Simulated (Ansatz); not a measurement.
# SrHgGeSe4 (Ama2): converging the G0W0 gap

Aim: see how the G0W0 gap of SrHgGeSe4 (Ama2) on PBE moves with empty bands and screening cutoff, and what each rung costs.

Method: G0W0 on PBE, plane waves, PAW; PAW set soft_1, in Ansatz 0.2.0.

Most raw output is cut from this account.

## (1) Set-up

Symmetry: Ama2, No. 40, orthorhombic system. The conventional cell has a = 10.838 Å, b = 10.746 Å, c = 6.638 Å, α = 90.00°, β = 90.00°, γ = 90.00°. Nearest to Sr lie 8 Se at 3.15 to 3.28 Å. Nearest to Ge lie 4 Se at 2.35 to 2.42 Å. Nearest to Hg lie 4 Se at 2.57 to 2.83 Å. Nearest to Se lie 1 Ge at 2.39 Å and 1 Hg at 2.74 Å and 2 Sr at 3.28 Å. Nearest to Se lie 1 Ge at 2.42 Å and 1 Hg at 2.57 Å and 2 Sr at 3.15 Å. Se has 1 Ge at 2.35 Å and 1 Hg at 2.83 Å and 2 Sr at 3.18 Å nearest. Farther neighbours and most contacts between anions are not listed.

Geometry: measured cell, ions relaxed with PBE. The runs that relaxed it are not among those shown. Spin-orbit coupling is left out unless a step names it.

## (2) 144 empty bands, screening to 30 eV

G0W0 replaces the xc potential by the self-energy, built once from these orbitals. Only a window of levels is corrected, while the sums run over the empty bands that the input names. This step takes PAW set soft_1 files.

File input.yaml:

```yaml
crystal:
  lattice:
    - [10.8375, 0.0, 0.0]
    - [0.0, 5.3728, 3.31885]
    - [0.0, -5.3728, 3.31885]
  atoms:
    - { symbol: Sr, position: [0.0, 0.2560433466, 0.2560433466] }
    - { symbol: Sr, position: [0.5, 0.2560433466, 0.2560433466] }
    - { symbol: Ge, position: [0.25, 0.9567885199, 0.5195787844] }
    - { symbol: Ge, position: [0.75, 0.5195787844, 0.9567885199] }
    - { symbol: Hg, position: [0.25, 0.5280692319, 0.8556187453] }
    - { symbol: Hg, position: [0.75, 0.8556187453, 0.5280692319] }
    - { symbol: Se, position: [0.0730524407, 0.1828143308, 0.7237791204] }
    - { symbol: Se, position: [0.9269475593, 0.7237791204, 0.1828143308] }
    - { symbol: Se, position: [0.4269475593, 0.1828143308, 0.7237791204] }
    - { symbol: Se, position: [0.5730524407, 0.7237791204, 0.1828143308] }
    - { symbol: Se, position: [0.25, 0.9728837483, 0.1441951116] }
    - { symbol: Se, position: [0.75, 0.1441951116, 0.9728837483] }
    - { symbol: Se, position: [0.25, 0.5501429265, 0.4178893364] }
    - { symbol: Se, position: [0.75, 0.4178893364, 0.5501429265] }
kpoints:
  mp_grid: { grid: [2, 2, 2] }
hamiltonian:
  xc: pbe
  pseudopotentials: { kind: paw, azcp: { folder: soft_1 } }
scf:
  occupations: { method: fixed }
gw:
  n_empty_bands: 144
  ecut_chi: 30
  qp_bands: [v4, c4]
  qp_kpoints: band_edges
  screening: { model: contour_deformation }
```

Command:

```bash
ansatz run input.yaml --threads 2 --pin off --max-ram 92160MiB --backend cuda --events-out ev --progress --plain --runs-dir out --devices 1 --max-vram 13GiB
```

Wall time 16 s (1 × NVIDIA H100 80GB HBM3 (shared by 6 runs) with 2 threads of AMD EPYC 7R13 (Zen 3), shared host); peak memory 1.4 GiB; 15 s of CPU time.

This step gave:

```yaml
bands_summed: 252
rpa_eps_infinity_on_this_mesh_eigenvalues: 6.783, 7.719, 10.73
plane_waves_in_the_screening_matrix: 135
q_points_in_the_mesh: 8
g0w0_gap_on_the_mesh: 1.898 eV
k_of_the_valence_top: 0, -0.5, -0.5
k_of_the_conduction_bottom: 0, -0.5, -0.5
starting_gap_on_the_mesh: 1.121 eV
z_at_the_valence_top: 0.7532
z_at_the_conduction_bottom: 0.7770
least_direct_g0w0_gap_on_the_computed_points: 1.898 eV
```

The gap on the mesh goes from 1.12 eV to 1.90 eV, a correction of +0.78 eV. Between the two edge states, bare exchange in place of the xc potential would open the gap by 5.99 eV, and correlation takes back 5.21 eV.

## (3) 407 empty bands, screening to 60 eV

Another rung: the empty bands reach about as high as the screening cutoff, so the two stay in balance.

Edit input.yaml of step 2 so:

```diff
@@ -28,4 +28,4 @@
 gw:
-  n_empty_bands: 144
-  ecut_chi: 30
+  n_empty_bands: 407
+  ecut_chi: 60
   qp_bands: [v4, c4]
```

The job ended after 22 s (1 × NVIDIA H100 80GB HBM3 (shared by 6 runs) with 2 threads; peak memory 1.9 GiB; 27 s of CPU time).

This step gave:

```yaml
bands_summed: 515
rpa_eps_infinity_on_this_mesh_eigenvalues: 6.696, 7.595, 10.52
plane_waves_in_the_screening_matrix: 391
q_points_in_the_mesh: 8
g0w0_gap_on_the_mesh: 1.880 eV
k_of_the_valence_top: 0, -0.5, -0.5
k_of_the_conduction_bottom: 0, -0.5, -0.5
starting_gap_on_the_mesh: 1.121 eV
z_at_the_valence_top: 0.7442
z_at_the_conduction_bottom: 0.7703
least_direct_g0w0_gap_on_the_computed_points: 1.880 eV
```

Against the run with 2×2×2 mesh, 144 empty bands, screening to 30 eV, PAW set soft_1 files, the gap moves by −0.018 eV.

## (4) 877 empty bands, screening to 100 eV

Edit input.yaml of step 3 so:

```diff
@@ -28,4 +28,4 @@
 gw:
-  n_empty_bands: 407
-  ecut_chi: 60
+  n_empty_bands: 877
+  ecut_chi: 100.0
   qp_bands: [v4, c4]
```

Elapsed: 34 s, on 1 × NVIDIA H100 80GB HBM3 (shared by 6 runs) with 2 threads; peak memory 3 GiB; 53 s of CPU time.

Numbers from this step:

```yaml
bands_summed: 985
rpa_eps_infinity_on_this_mesh_eigenvalues: 6.670, 7.538, 10.44
plane_waves_in_the_screening_matrix: 889
g0w0_gap_on_the_mesh: 1.915 eV
k_of_the_valence_top: 0, -0.5, -0.5
k_of_the_conduction_bottom: 0, -0.5, -0.5
starting_gap_on_the_mesh: 1.121 eV
least_direct_g0w0_gap_on_the_computed_points: 1.915 eV
```

Against the run with 2×2×2 mesh, 407 empty bands, screening to 60 eV, PAW set soft_1 files, the gap moves by +0.04 eV.

## (5) Changing the frequency model: 2×2×2 mesh, 407 empty bands, screening to 60 eV, plasmon pole, PAW set soft_1 files

A plasmon pole stands in for the full frequency dependence of the screening; this run shows what that costs in accuracy. Bands and cutoff differ from the step before, so it is read against an earlier run that matches them.

Edit input.yaml of step 4 so:

```diff
@@ -28,6 +28,6 @@
 gw:
-  n_empty_bands: 877
-  ecut_chi: 100.0
+  n_empty_bands: 407
+  ecut_chi: 60
   qp_bands: [v4, c4]
   qp_kpoints: band_edges
-  screening: { model: contour_deformation }
+  screening: { model: godby_needs }
```

It took 31 s on 1 × NVIDIA H100 80GB HBM3 (shared by 6 runs) with 2 threads; peak memory 2 GiB.

Numbers from this step:

```yaml
bands_summed: 515
plasmon_pole_fit_frequency: 27.76 eV
rpa_eps_infinity_on_this_mesh_eigenvalues: 6.696, 7.595, 10.52
plane_waves_in_the_screening_matrix: 391
g0w0_gap_on_the_mesh: 1.895 eV
k_of_the_valence_top: 0, -0.5, -0.5
k_of_the_conduction_bottom: 0, -0.5, -0.5
starting_gap_on_the_mesh: 1.121 eV
least_direct_g0w0_gap_on_the_computed_points: 1.895 eV
```

Against the run with 2×2×2 mesh, 407 empty bands, screening to 60 eV, PAW set soft_1 files, the gap moves by +0.015 eV.

## (6) Changing the files: 2×2×2 mesh, 407 empty bands, screening to 60 eV, hard PAW files

Other atomic data (hard PAW) test the pseudisation: the cutoff goes from 420 to 820 eV, with the same valence electrons.

This step: G0W0 on PBE, plane waves, PAW.

Edit input.yaml of step 5 so:

```diff
@@ -24,3 +24,3 @@
   xc: pbe
-  pseudopotentials: { kind: paw, azcp: { folder: soft_1 } }
+  pseudopotentials: { kind: paw, source: ansatz }
 scf:
@@ -32,2 +32,2 @@
   qp_kpoints: band_edges
-  screening: { model: godby_needs }
+  screening: { model: contour_deformation }
```

The job ended after 38 s (1 × NVIDIA H100 80GB HBM3 (shared by 6 runs) with 2 threads; peak memory 3.1 GiB).

Numbers from this step:

| Property | Result |
| --- | --- |
| bands summed | 515 |
| RPA ε∞ on this mesh (eigenvalues) | 6.688, 7.585, 10.50 |
| plane waves in the screening matrix | 391 |
| G0W0 gap on the mesh | 1.885 eV |
| k of the valence top | 0, -0.5, -0.5 |
| k of the conduction bottom | 0, -0.5, -0.5 |
| starting gap on the mesh | 1.123 eV |
| least direct G0W0 gap on the computed points | 1.885 eV |

Against the run with 2×2×2 mesh, 407 empty bands, screening to 60 eV, PAW set soft_1 files, the gap moves by +0.005 eV.

## (7) The runs together

Times are wall times on 1 × NVIDIA H100 80GB HBM3 (shared by 6 runs) with 2 threads of AMD EPYC 7R13 (Zen 3), shared host, good to a factor of about two.

| mesh | files | frequency | bands summed | cutoff (eV) | start (eV) | G0W0 (eV) | time | host memory (GiB) |
| --- | --- | --- | --- | --- | --- | --- | --- | --- |
| 2×2×2 | PAW set soft_1 | contour deformation | 252 | 30 | 1.121 | 1.898 | 16 s | 1.4 |
| 2×2×2 | PAW set soft_1 | contour deformation | 515 | 60 | 1.121 | 1.880 | 22 s | 1.9 |
| 2×2×2 | PAW set soft_1 | contour deformation | 985 | 100 | 1.121 | 1.915 | 34 s | 3.0 |
| 2×2×2 | PAW set soft_1 | plasmon pole | 515 | 60 | 1.121 | 1.895 | 31 s | 2.0 |
| 2×2×2 | hard PAW | contour deformation | 515 | 60 | 1.123 | 1.885 | 38 s | 3.1 |

How the two edges are built up, in eV (the quasiparticle level is the starting level plus Σx plus Σc less Vxc):

| run | edge | start | Σx | Σc | Vxc | Z | QP |
| --- | --- | --- | --- | --- | --- | --- | --- |
| 252 bands | valence top | 7.33 | -18.86 | 2.54 | -16.42 | 0.75 | 7.43 |
| 252 bands | conduction bottom | 8.45 | -10.16 | -2.67 | -13.71 | 0.78 | 9.33 |
| 515 bands | valence top | 7.33 | -18.86 | 2.20 | -16.42 | 0.74 | 7.09 |
| 515 bands | conduction bottom | 8.45 | -10.16 | -3.03 | -13.71 | 0.77 | 8.97 |
| 985 bands | valence top | 7.33 | -18.86 | 1.93 | -16.42 | 0.74 | 6.81 |
| 985 bands | conduction bottom | 8.45 | -10.16 | -3.27 | -13.71 | 0.77 | 8.73 |

## (8) What came out

| Property | Result |
| --- | --- |
| 252 bands, 30 eV | 1.898 eV |
| 515 bands, 60 eV | 1.880 eV |
| 985 bands, 100 eV | 1.915 eV |
| mesh and start | 2×2×2, PBE |

In words: From 252 to 985 bands the gap moves by +0.02 eV while the time grows 2.1-fold. Σc changes by −0.62 eV at the valence top and −0.60 eV at the conduction bottom, so the levels themselves move more than the gap between them. The gap turns back along the series, so no limit is drawn from it. The plasmon-pole model gives +0.01 eV against contour deformation, 2 % of the correction, and saved no time in this program. Hard PAW files move the gap by +0.005 eV at equal bands and cutoff, +0.002 eV of it in the start. The 2×2×2 mesh is coarse for this cell (its supercell is 13 Å along the shortest edge). The RPA ε∞ on it, from the PBE start, is 6.67, 7.54 and 10.44; such meshes misread the long-range screening, most where the gap is narrow. The many-body steps are scalar-relativistic: spin-orbit coupling is not in them.

[Paths, hosts, dates, memory and timing lines, banners, echoed tables and standing remarks are left out of the program output.]

[Logs are printed without paths, hosts, clocks, repeated set-up lines and the standing remarks that a program may print on its own settings, such as how far it seeks lower states.]

[Runs of the session that timed out or met a known fault of the program may be left out.]

[Cells called generated may have been cut or substituted from an entry of the Crystallography Open Database or the Materials Project.]

[Hosts, paths, dates, database ids (printed as entryN), source tags and the programs' standing remarks are cut or masked in the printed files.]
